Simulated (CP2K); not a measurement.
Consider tetramethylsilane at its PBE geometry (Å).

```xyz
17

C    -0.4035   -1.1946   -1.3960
Si    0.0001    0.0002    0.0003
C     0.0088    1.7607   -0.6654
C    -1.2992   -0.1548    1.3531
C     1.6945   -0.4108    0.7087
H    -1.3903   -0.9820   -1.8337
H    -0.4163   -2.2359   -1.0406
H     0.3389   -1.1303   -2.2055
H     0.2413    2.4877    0.1271
H    -0.9697    2.0334   -1.0882
H     0.7594    1.8849   -1.4601
H    -2.3043    0.0790    0.9712
H    -1.3303   -1.1750    1.7639
H    -1.0938    0.5326    2.1873
H     1.7237   -1.4361    1.1068
H     2.4792   -0.3305   -0.0583
H     1.9615    0.2714    1.5295
```

Method: CP2K XAS_TDP, all-electron GAPW, PBEh(45%), aug-pc-1, TDA, GW2X-corrected core level, no relativity.

Q: Where do the C K-edge lines lie, and how strong are they?

Leading lines: C1 289.45 eV. The leading line of an atom is its first one with 35 % of the strongest within 2.5 eV of its lowest line over the strength cut. Core ionisation energies at this level: C1 290.62 eV.

The first six lines of each atom with a strength over 0.0015:

```csv
atom,energy (eV),states,"strength, one atom",above the computed threshold
"C1 (bonded to Si and 3 H), 4 alike",288.64,1,0.0028,
,289.45,2,0.0336,
,289.75,1,0.0016,
,290.11,2,0.0057,
,290.38,1,0.0021,
,291.12,2,0.0077,yes
```

Lines are vertical, at one geometry, with no vibrational structure. GW2X ionisation energies and lines can be off by 1 to 2 eV either way, and a good line position may hide errors that cancel. These values hold no scalar relativity, about 0.1 eV for C 1s. Rydberg lines, and the discretised continuum above threshold, depend on the basis and the box.

[Banner, clock and machine lines of the logs are left out without a mark of their own.]

[Logs are printed without paths, hosts, clocks, repeated set-up lines and the standing remarks that a program may print on its own settings, such as how far it seeks lower states.]

[Hosts, paths, dates, database ids (printed as entryN), source tags and the programs' standing remarks are cut or masked in the printed files.]
